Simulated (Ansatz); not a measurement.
# Work function of Ni(100): what the settings cost and change, part 2 of 2

Aim: the work function of Ni(100) across levels of theory at one geometry.

Ansatz 0.2.0; plane-wave DFT, PBE, Ansatz PAW (the session's first sound run).

So far, work function, upper face (eV): step 2 (run, setting PBE, Ansatz PAW (420 eV)) 4.91; step 3 (LDA) 5.27; step 4 (PBEsol) 5.02.

## Step 5: Run

This step: plane-wave DFT, RPBE, Ansatz PAW (Ansatz 0.2.0).

input.yaml reads:

```yaml
crystal:
  lattice:
    - [2.4890158698, 0.0, 0.0]
    - [0.0, 2.4890158698, 0.0]
    - [0.0, 0.0, 28.56]
  atoms:
    - { symbol: Ni, position: [0.0, 0.0, 0.3151260504], spin: 0.7 }
    - { symbol: Ni, position: [0.5, 0.5, 0.3767507003], spin: 0.7 }
    - { symbol: Ni, position: [0.0, 0.0, 0.4383753501], spin: 0.7 }
    - { symbol: Ni, position: [0.5, 0.5, 0.5], spin: 0.7 }
    - { symbol: Ni, position: [0.0, 0.0, 0.5616246499], spin: 0.7 }
    - { symbol: Ni, position: [0.5, 0.5, 0.6232492997], spin: 0.7 }
    - { symbol: Ni, position: [0.0, 0.0, 0.6848739496], spin: 0.7 }
magnetization:
  spin_polarized: true
kpoints:
  mp_grid: { grid: [16, 16, 1] }
hamiltonian:
  xc: rpbe
scf:
  occupations: { method: fermi_dirac, width: 0.1 }
  convergence: { dr2_threshold: 1.0e-09 }
efield:
  axis: 3
  dipole_correction: true
  ramp_position: 0.97
  ramp_width: 0.06
output:
  write_potential: true
  write_density: true
  volumetric_format: npy
```

Started as:

```
$ ansatz run input.yaml --threads 4 --pin off --max-ram 6144MiB --backend cpu --events-out ev --progress --plain --runs-dir out
```

What it wrote:

```text
[...]
Crystal: 7 atoms, lattice volume = 176.935 Å³
Basis set: ecut = 420 eV, 3439 PW (Γ)
Bands: 79, of which v1, the nominal top of the filled ones, is band 63 counted from 1 (62 counted from 0)
Symmetry: 8 space group operations
k-points: 45 of 256
[...]
k-point 1 ↑: bands = [... 59 lower, 4.2275, 4.4104, 4.4267, 4.4353, 4.4965, 4.5844, 4.5845, 4.6509, ... 12 higher]
  k-point 2 ↑: bands = [... 59 lower, 4.1531, 4.1881, 4.3684, 4.4132, 4.5243, 4.5768, 4.6044, 4.6732, ... 12 higher]
  k-point 44 ↓: bands = [... 59 lower, 5.6604, 5.6610, 5.9300, 5.9300, 8.1207, 8.1207, 9.4197, 9.4197, ... 12 higher]
[key lines of the parts left out:]
SCF converged after 19 iterations
Magnetization: 4.6625 μB (65.3313 up, 60.6687 down)
Free energy (F): -40911.776273 eV
Fermi energy:    5.245484 eV
Dipole field:    D = -0.000007 V/Å  (p = -0.000006 e·Å, saw-weighted, corrected)
Work function:   Φ+ = 4.7372 eV   Φ− = 4.7371 eV
```

Wall time 54 s (4 threads of Intel Xeon Platinum 8488C (Sapphire Rapids), shared host); peak memory 1.5 GiB.

The work function is 4.737 eV, -0.172 eV from the run “PBE, Ansatz PAW (420 eV)”, at 1.00 times its CPU time.

## Step 6: Slab

This step: plane-wave DFT, r2SCAN, Ansatz PAW (Ansatz 0.2.0).

Edit input.yaml of step 5 so:

```diff
@@ -18,3 +18,3 @@
 hamiltonian:
-  xc: rpbe
+  xc: r2scan
 scf:
```

What it wrote:

```text
[...]
Crystal: 7 atoms, lattice volume = 176.935 Å³
Basis set: ecut = 500 eV, 4573 PW (Γ), exchange–correlation on 80×80×864 points (64 copies of the dense FFT grid, shifted against one another)
Bands: 79, of which v1, the nominal top of the filled ones, is band 63 counted from 1 (62 counted from 0)
[...]
k-point 1 ↑: bands = [... 59 lower, 3.6136, 3.7452, 3.7691, 3.7809, 3.8011, 3.9265, 3.9523, 4.0273, ... 12 higher]
  k-point 2 ↑: bands = [... 59 lower, 3.5096, 3.5482, 3.7048, 3.7785, 3.9026, 3.9217, 3.9995, 4.0155, ... 12 higher]
  k-point 44 ↓: bands = [... 59 lower, 5.6409, 5.6416, 5.7594, 5.7595, 7.7932, 7.7932, 9.2015, 9.2015, ... 12 higher]
[key lines of the parts left out:]
SCF converged after 28 iterations
Magnetization: 5.3488 μB (65.6744 up, 60.3256 down)
Free energy (F): -40915.081608 eV
Fermi energy:    5.030180 eV
Dipole field:    D = -0.000002 V/Å  (p = -0.000002 e·Å, saw-weighted, corrected)
Work function:   Φ+ = 4.9431 eV   Φ− = 4.9430 eV
```

It took 2.4 min on 4 threads; peak memory 2.1 GiB; 9.5 min of CPU time.

The work function is 4.943 eV, +0.034 eV from the run “PBE, Ansatz PAW (420 eV)”, at 2.7 times its CPU time.

## Step 7: Run

This step: plane-wave DFT, PBE, JTH PAW (Ansatz 0.2.0).

Edit input.yaml of step 6 so:

```diff
@@ -18,3 +18,4 @@
 hamiltonian:
-  xc: r2scan
+  xc: pbe
+  pseudopotentials: { kind: paw, source: jth }
 scf:
```

What it wrote:

```text
Warning: <dir> the checks of this Ni dataset prove no rule for summing its radial tables, as where they were carried onto another mesh than they were made on, and Gregory's rule is taken, under which a leading mesh point left out moves its sums only by what lay on the interval it spanned. That does not make them correct, and they differ from Quantum ESPRESSO's on this file; a re-export a fraction of a mesh step off can move them. hamiltonian.pseudopotentials.radial_quadrature: simpson_from_first_knot sums it by `pw.x`'s rule; on a PAW file no value gives `pw.x`'s numbers. What more to know: hamiltonian.pseudopotentials.radial_quadrature, in the input reference
Engine: ansatz 0.2.0, x86_64-unknown-linux-gnu
Pseudopotentials: kind: paw
Pseudopotential: Ni, paw, valence charge 18, recommended cutoff 2400 eV (normal), Ni.paw.azcp
Functional definition: PBE
  parameter kappa = 0.804
  parameter beta = 0.066725
  exchange = pbe_x(kappa = kappa, mu = beta*pi^2/3)
  correlation = pbe_c(beta = beta)
name one with --spill-dir DIR, on a local disk that has 2.18 GiB free on top of a fifth of its size, which is kept free (a 1 TiB disk: 206.98 GiB free)
with nothing else changed it takes a maximum of at least 7.32 GiB, with nothing to spare, and 8.05 GiB leaves up to a tenth: --max-ram 8.05GiB where that set the maximum, else more of the term that did, and with no share typed, where 8.05 GiB is over 0.88 of the host's memory or its container's limit, a share of 0.88 or more that holds the maximum too (--max-ram-frac F), where one does; The budget is ten elevenths of [...]
```

Wall time 1.5 s (4 threads); peak memory 0.41 GiB; 3.4 s of CPU time.

The program refused the input before any cycle.

## Step 8: Run

This step: plane-wave DFT, PBE, norm-conserving (Ansatz 0.2.0).

Edit input.yaml of step 7 so:

```diff
@@ -19,3 +19,3 @@
   xc: pbe
-  pseudopotentials: { kind: paw, source: jth }
+  pseudopotentials: { kind: nc }
 scf:
```

What it wrote:

```text
[...]
Crystal: 7 atoms, lattice volume = 176.935 Å³
Basis set: ecut = 1400 eV, 21063 PW (Γ)
Bands: 79, of which v1, the nominal top of the filled ones, is band 63 counted from 1 (62 counted from 0)
Symmetry: 8 space group operations
k-points: 45 of 256
[...]
k-point 1 ↑: bands = [... 59 lower, 4.0760, 4.2531, 4.2708, 4.2817, 4.3368, 4.4244, 4.4312, 4.5035, ... 12 higher]
  k-point 2 ↑: bands = [... 59 lower, 3.9966, 4.0334, 4.2177, 4.2530, 4.3691, 4.4248, 4.4550, 4.5192, ... 12 higher]
  k-point 44 ↓: bands = [... 59 lower, 5.5534, 5.5540, 5.8267, 5.8267, 7.9809, 7.9809, 9.2799, 9.2799, ... 12 higher]
[key lines of the parts left out:]
SCF converged after 29 iterations
Magnetization: 4.7834 μB (65.3917 up, 60.6083 down)
Free energy (F): -32451.629522 eV
Fermi energy:    5.143886 eV
Dipole field:    D = 0.000012 V/Å  (p = 0.000012 e·Å, saw-weighted, corrected)
Work function:   Φ+ = 4.8955 eV   Φ− = 4.8959 eV
```

Wall time 4.4 min (4 threads); peak memory 4.2 GiB; 17 min of CPU time.

The work function is 4.896 eV, -0.014 eV from the run “PBE, Ansatz PAW (420 eV)”, at 5.0 times its CPU time.

## Step 9: Slab

This step: plane-wave DFT, LDA, norm-conserving (Ansatz 0.2.0).

Edit input.yaml of step 8 so:

```diff
@@ -18,3 +18,3 @@
 hamiltonian:
-  xc: pbe
+  xc: lda
   pseudopotentials: { kind: nc }
```

What it wrote:

```text
[...]
Crystal: 7 atoms, lattice volume = 176.935 Å³
Basis set: ecut = 1333.357926 eV, 19707 PW (Γ)
Bands: 79, of which v1, the nominal top of the filled ones, is band 63 counted from 1 (62 counted from 0)
Symmetry: 8 space group operations
k-points: 45 of 256
[...]
k-point 1 ↑: bands = [... 59 lower, 3.9116, 4.1078, 4.1167, 4.1274, 4.2009, 4.2765, 4.2809, 4.3434, ... 12 higher]
  k-point 2 ↑: bands = [... 59 lower, 3.8475, 3.8750, 4.0568, 4.1056, 4.2147, 4.2713, 4.2825, 4.3740, ... 12 higher]
  k-point 44 ↓: bands = [... 59 lower, 5.2204, 5.2210, 5.5192, 5.5192, 7.8359, 7.8359, 9.1121, 9.1121, ... 12 higher]
[key lines of the parts left out:]
SCF converged after 31 iterations
Magnetization: 4.4853 μB (65.2426 up, 60.7574 down)
Free energy (F): -31934.740995 eV
Fermi energy:    4.862519 eV
Dipole field:    D = -0.000000 V/Å  (p = -0.000000 e·Å, saw-weighted, corrected)
Work function:   Φ+ = 5.2542 eV   Φ− = 5.2542 eV
```

The job ended after 4.7 min (4 threads; peak memory 3.9 GiB).

The work function is 5.254 eV, +0.345 eV from the run “PBE, Ansatz PAW (420 eV)”, at 5.3 times its CPU time.

## Step 10: Run, setting PBE, all layers relaxed

This step: plane-wave DFT, PBE, Ansatz PAW (Ansatz 0.2.0).

Edit input.yaml of step 9 so:

```diff
@@ -18,4 +18,3 @@
 hamiltonian:
-  xc: lda
-  pseudopotentials: { kind: nc }
+  xc: pbe
 scf:
@@ -28,2 +27,5 @@
   ramp_width: 0.06
+relax:
+  f_tol: 0.01
+  max_steps: 40
 output:
```

What it wrote:

```text
[...]
Crystal: 7 atoms, lattice volume = 176.935 Å³
Basis set: ecut = 420 eV, 3439 PW (Γ), exchange–correlation on 36×36×384 points (8 copies of the dense FFT grid, shifted against one another)
Bands: 79, of which v1, the nominal top of the filled ones, is band 63 counted from 1 (62 counted from 0)
[...]
atoms:
    - { symbol: Ni, position: [0, 0.0, 0.316800] }
    - { symbol: Ni, position: [0.5, 0.5, 0.376238] }
    - { symbol: Ni, position: [0, 0.0, 0.438332] }
    - { symbol: Ni, position: [0.5, 0.5, 0.500000] }
    - { symbol: Ni, position: [0, 0.0, 0.561668] }
    - { symbol: Ni, position: [0.5, 0.5, 0.623762] }
    - { symbol: Ni, position: [0, 0.0, 0.683200] }
[key lines of the parts left out:]
SCF converged after 14 iterations
Magnetization: 4.6137 μB (65.3069 up, 60.6931 down)
Free energy (F): -40876.502824 eV
Fermi energy:    5.083284 eV
Dipole field:    D = -0.000000 V/Å  (p = -0.000000 e·Å, saw-weighted, corrected)
Work function:   Φ+ = 4.9061 eV   Φ− = 4.9061 eV
```

Run time: 2.4 min. Hardware: 4 threads; peak memory 1.2 GiB.

The relaxation took 4 steps and lowered the energy by 0.021 eV; the largest force on the free atoms ends at 8.0e-5 eV/Å.

The work function is 4.906 eV, -0.003 eV from the run “PBE, Ansatz PAW (420 eV)”, at 2.7 times its CPU time.

## Step 11: Side by side

Times are for 4 threads of Intel Xeon Platinum 8488C (Sapphire Rapids), shared host. The runs compared:

```
no.                         setting  work function, upper face (eV)     time  memory (GiB)
  1        PBE, Ansatz PAW (420 eV)                           4.909     54 s           1.5
  2        LDA, Ansatz PAW (420 eV)                           5.268     81 s           1.5
  3     PBEsol, Ansatz PAW (420 eV)                           5.022     57 s           1.5
  4       RPBE, Ansatz PAW (420 eV)                           4.737     54 s           1.5
  5     r2SCAN, Ansatz PAW (500 eV)                           4.943  2.4 min           2.1
  6  PBE, norm-conserving (1400 eV)                           4.896  4.4 min           4.2
  7  LDA, norm-conserving (1333 eV)                           5.254  4.7 min           3.9
  8         PBE, all layers relaxed                           4.906  2.4 min           1.2
```

## Step 12: A changed input

An input spoilt on purpose, to show how the run answers: it repeats the earlier run “PBE, Ansatz PAW (420 eV)” with scf.mixing to algorithm: broyden, beta: 0.95, ndim: 1, preconditioner: none, and scf.max_iter set to 80; its output block differs too.

Edit input.yaml of step 10 so:

```diff
@@ -22,2 +22,4 @@
   convergence: { dr2_threshold: 1.0e-09 }
+  mixing: { algorithm: broyden, beta: 0.95, ndim: 1, preconditioner: none }
+  max_iter: 80
 efield:
@@ -27,5 +29,2 @@
   ramp_width: 0.06
-relax:
-  f_tol: 0.01
-  max_steps: 40
 output:
```

What it wrote:

```text
Engine: ansatz 0.2.0, x86_64-unknown-linux-gnu
Pseudopotentials: kind: paw
Pseudopotential: Ni, paw, valence charge 18, recommended cutoff 420 eV (normal), Ni.paw.azcp
Functional definition: PBE
  parameter kappa = 0.804
  parameter beta = 0.066725
  exchange = pbe_x(kappa = kappa, mu = beta*pi^2/3)
  correlation = pbe_c(beta = beta)
Crystal: 7 atoms, lattice volume = 176.935 Å³
Basis set: ecut = 420 eV, 3439 PW (Γ)
Bands: 79, of which v1, the nominal top of the filled ones, is band 63 counted from 1 (62 counted from 0)
Symmetry: 8 space group operations
k-points: 45 of 256
Non-local potential: Ni, projectors of the file, l = 0: 3, l = 1: 2, l = 2: 3, l = 3: 1
PAW form: soft (Blöchl's): semilocal exchange-correlation on the pseudo side does not see the compensation charge
PAW one-centre angular grid: Ni, 590 points (default); XC on 64 Gauss nodes
Initial density: superposition of atomic densities (neutral atoms: chi_scale 0, normalization atom)
Starting moments: Σ|m| = 4.9 μB on 7 of 7 sites
Initial wavefunctions: pseudopotential atomic-orbital guess
Functional: x = pbe(κ = 0.804, μ = 0.219515), c = pbe(β = 0.066725)
SCF iter   1: F=—  HF=-40866.188872 eV  |F-HF|=—  |Δ(HF+E_count)|=         —  Δρ=9.57e-2 (↑2.15e-2 ↓9.57e-2)  dr2=9.69e0  dr2_m=4.38e0  M=7.530 μB ∫|m|=7.839 μB  β_m=1.00  ethr=3.10e-3  p=0.000 e·Å  D=5.13e-13 V/Å  ΔV_dip=-0.00 eV  dr2_dipole=6.93e-8  V_vac-E_F(+/−)=5.54/5.54 eV  ⟨swp⟩=9.7  Hψ=33911  notcnv=0  defer=169
Mixer restart at iter 1: flushing history
efield: sawtooth ramp at fractional position 0.9700 (set: `efield.ramp_position`, or a place that a band, a saddle search or an elastic batch's reference lends), width 0.0600; the density the first Hamiltonian is built on has a dipole p = 0.000 e·Å; the dipole correction subtracts the counter field D = 5.13e-13 V/Å, which shifts the + side's vacuum level by -0.00 eV against the − side's; the planar-averaged density in the ramp window peaks in size at 1.1e-5 e/Å³
SCF iter   2: F=—  HF=-40891.303187 eV  |F-HF|=—  |Δ(HF+E_count)|=    2.51e1  Δρ=1.56e-1 (↑1.17e-1 ↓1.56e-1)  dr2=7.09e1  dr2_m=7.67e-1  M=5.721 μB ∫|m|=6.273 μB  β_m=1.00  ethr=3.10e-3  p=-0.000 e·Å  D=-3.58e-4 V/Å  ΔV_dip=0.01 eV  dr2_dipole=3.85e-4  V_vac-E_F(+/−)=5.40/5.39 eV  ⟨swp⟩=3.9  Hψ=19738  notcnv=0  defer=339  κ⁻¹=1.0e0(r=1)
SCF iter   3: F=—  HF=-40873.719690 eV  |F-HF|=—  |Δ(HF+E_count)|=    1.76e1  Δρ=1.93e-2 (↑1.30e-2 ↓1.93e-2)  dr2=1.52e1  dr2_m=2.84e-1  M=6.142 μB ∫|m|=6.843 μB  β_m=1.00  ethr=3.10e-3  p=0.007 e·Å  D=7.49e-3 V/Å  ΔV_dip=-0.21 eV  dr2_dipole=1.64e-1  V_vac-E_F(+/−)=3.43/3.64 eV  ⟨swp⟩=3.4  Hψ=18926  notcnv=0  defer=408  κ⁻¹=1.0e0(r=1)
[...]
SCF iter   6: F=—  HF=-57576.219791 eV  |F-HF|=—  |Δ(HF+E_count)|=    1.67e4  Δρ=1.65e0 (↑1.65e0 ↓1.56e0)  dr2=5.89e5  dr2_m=7.44e0  M=0.226 μB ∫|m|=0.500 μB  β_m=1.00  ethr=3.10e-3  p=-6.501 e·Å  D=-6.65e0 V/Å  ΔV_dip=189.87 eV  dr2_dipole=5.98e5  V_vac-E_F(+/−)=131.45/-58.40 eV  ⟨swp⟩=46.0  Hψ=389712  notcnv=1524  defer=1003  κ⁻¹=1.0e0(r=1)
SCF iter   7: F=—  HF=-58955.695189 eV  |F-HF|=—  |Δ(HF+E_count)|=    1.38e3  Δρ=1.32e0 (↑1.30e0 ↓1.32e0)  dr2=2.55e5  dr2_m=9.05e0  M=0.238 μB ∫|m|=1.220 μB  β_m=1.00  ethr=3.10e-3  p=-2.014 e·Å  D=-2.06e0 V/Å  ΔV_dip=58.82 eV  dr2_dipole=1.15e5  V_vac-E_F(+/−)=393.46/331.46 eV  ⟨swp⟩=46.0  Hψ=428625  notcnv=5284  defer=1115  κ⁻¹=1.0e0(r=1)
SCF iter   8: F=—  HF=-853258.659649 eV  |F-HF|=—  |Δ(HF+E_count)|=    7.94e5  Δρ=2.60e0 (↑2.60e0 ↓2.60e0)  dr2=7.99e5  dr2_m=6.61e-1  M=-0.438 μB ∫|m|=1.486 μB  β_m=0.95  ethr=3.10e-3  p=349.154 e·Å  D=3.57e2 V/Å  ΔV_dip=-10198.20 eV  dr2_dipole=3.96e5  V_vac-E_F(+/−)=-3952.75/6258.52 eV  ⟨swp⟩=46.0  Hψ=491239  notcnv=5696  defer=1414  κ⁻¹=1.0e0(r=1)
SCF iter   9: F=—  HF=-240820.708557 eV  |F-HF|=—  |Δ(HF+E_count)|=    6.12e5  Δρ=1.69e0 (↑1.69e0 ↓1.69e0)  dr2=3.93e5  dr2_m=3.97e-1  M=-0.540 μB ∫|m|=1.279 μB  β_m=0.95  ethr=3.10e-3  p=116.266 e·Å  D=1.19e2 V/Å  ΔV_dip=-3395.94 eV  dr2_dipole=1.76e5  V_vac-E_F(+/−)=365.02/3776.69 eV  ⟨swp⟩=46.0  Hψ=352421  notcnv=5679  defer=1431  κ⁻¹=1.0e0(r=1)
[...]
WARN: SCF iteration 10: the Harris–Foulkes energy stands at -1.2417e6 eV, against -40866.1889 eV at iteration 1 (that of least residual so far), and has stood under the runaway watch's bar for 3 iterations running; the SCF is not ended for it (`scf.max_iter` in the input reference has the rule and what to try)
[...]
SCF iter  15: F=—  HF=-188387.472752 eV  |F-HF|=—  |Δ(HF+E_count)|=    5.06e4  Δρ=1.96e0 (↑1.96e0 ↓1.95e0)  dr2=6.19e5  dr2_m=1.77e-1  M=0.218 μB ∫|m|=0.475 μB  β_m=0.95  ethr=3.10e-3  p=86.820 e·Å  D=8.88e1 V/Å  ΔV_dip=-2535.85 eV  dr2_dipole=5.77e5  V_vac-E_F(+/−)=-91.99/2444.49 eV  ⟨swp⟩=46.0  Hψ=481370  notcnv=4788  defer=1424  κ⁻¹=1.0e0(r=1)
SCF iter  16: F=—  HF=-239869.512364 eV  |F-HF|=—  |Δ(HF+E_count)|=    5.15e4  Δρ=2.37e0 (↑2.37e0 ↓2.37e0)  dr2=3.42e5  dr2_m=4.04e-1  M=0.584 μB ∫|m|=1.446 μB  β_m=0.95  ethr=3.10e-3  p=-57.736 e·Å  D=-5.90e1 V/Å  ΔV_dip=1686.36 eV  dr2_dipole=6.79e3  V_vac-E_F(+/−)=4530.43/2867.49 eV  ⟨swp⟩=46.0  Hψ=524964  notcnv=5698  defer=1412  κ⁻¹=1.0e0(r=1)
WARN: SCF iteration 16: the Harris–Foulkes energy stands at -2.3987e5 eV, against -40866.1889 eV at iteration 1 (that of least residual so far), and has stood under the runaway watch's bar for 3 iterations running; the SCF is not ended for it (`scf.max_iter` in the input reference has the rule and what to try)
SCF iter  17: F=—  HF=-689849.374837 eV  |F-HF|=—  |Δ(HF+E_count)|=    4.50e5  Δρ=2.03e0 (↑2.03e0 ↓2.03e0)  dr2=7.65e5  dr2_m=3.33e-1  M=1.130 μB ∫|m|=1.539 μB  β_m=0.95  ethr=3.10e-3  p=-356.376 e·Å  D=-3.64e2 V/Å  ΔV_dip=10409.14 eV  dr2_dipole=7.81e5  V_vac-E_F(+/−)=9870.32/-522.54 eV  ⟨swp⟩=46.0  Hψ=492628  notcnv=5683  defer=1427  κ⁻¹=1.0e0(r=1)
SCF iter  18: F=—  HF=-146121.802430 eV  |F-HF|=—  |Δ(HF+E_count)|=    5.44e5  Δρ=2.12e0 (↑2.12e0 ↓2.11e0)  dr2=3.13e5  dr2_m=4.09e-1  M=0.041 μB ∫|m|=1.530 μB  β_m=1.00  ethr=3.10e-3  p=116.708 e·Å  D=1.19e2 V/Å  ΔV_dip=-3408.83 eV  dr2_dipole=2.53e5  V_vac-E_F(+/−)=-596.08/2806.23 eV  ⟨swp⟩=46.0  Hψ=512145  notcnv=5672  defer=1436  κ⁻¹=1.0e0(r=1)
```

It took 10 min on 4 threads; peak memory 2 GiB.

Residual by cycle:

cycle, log10 residual and a bar from the least value:
```
        1        1.0 
        3        1.2 #
        4        3.2 #############
        6        5.8 ############################
        7        5.4 ##########################
        9        5.6 ###########################
       10        6.1 ##############################
       12        5.8 ############################
       13        5.1 ########################
       15        5.8 ############################
       16        5.5 ###########################
       18        5.5 ##########################
```

The run was cut off at its time limit.

After 18 cycles the residual stands at 3.1e5.

The fault put into the input: mixing far too strong.

## Step 13: Summary of results

| Item | Value |
| --- | --- |
| work function, PBE, Ansatz PAW (420 eV) | 4.909 eV |
| work function, LDA, Ansatz PAW (420 eV) | 5.268 eV |
| work function, RPBE, Ansatz PAW (420 eV) | 4.737 eV |
| work function, r2SCAN, Ansatz PAW (500 eV) | 4.943 eV |
| work function, PBE, all layers relaxed | 4.906 eV |

What this shows: PBE on the default files gives 4.91 eV, and the settings tried spread the value from 4.74 to 5.27 eV. At one geometry LDA lies 0.36 eV above PBE. The choice of pseudopotentials moves the PBE value by 0.014 eV. Relaxing the layers changes it by -0.003 eV. The ladder's slabs use the tabulated experimental lattice constant (two decimals; a low-temperature value for the alkali metals). The magnetic order is the one reached from the typed start; other orders were not compared.

Comparison with the measured values:

| quantity | measured | PBE, Ansatz PAW (420 eV) | LDA, Ansatz PAW (420 eV) | PBEsol, Ansatz PAW (420 eV) | RPBE, Ansatz PAW (420 eV) | r2SCAN, Ansatz PAW (500 eV) | LDA, norm-conserving (1333 eV) | PBE, all layers relaxed |
| --- | --- | --- | --- | --- | --- | --- | --- | --- |
| work function (clean (100) face, a compiled value) (eV) | 5.17 | 4.91 (-0.26 eV) | 5.27 (+0.10 eV) | 5.02 (-0.15 eV) | 4.74 (-0.43 eV) | 4.94 (-0.23 eV) | 5.25 (+0.08 eV) | 4.91 (-0.26 eV) |

Measured values from arxiv:1902.07811 (2019).

Verdict: For the work function, of the levels listed nearest comes LDA, norm-conserving (1333 eV) (+0.08 eV, good agreement) and farthest RPBE, Ansatz PAW (420 eV) (-0.43 eV, a clear miss).

[Long decimals in the printed logs are rounded to 6 places.]

[Logs are printed without paths, hosts, clocks, repeated set-up lines and the standing remarks that a program may print on its own settings, such as how far it seeks lower states.]

[Hosts, paths, dates, database ids (printed as entryN), source tags and the programs' standing remarks are cut or masked in the printed files.]

[Maps of the electrostatic potential energy from Ansatz leave out the sawtooth potential of an applied field or a dipole correction, so their vacuum need not be flat; planar profiles and work functions include it.]
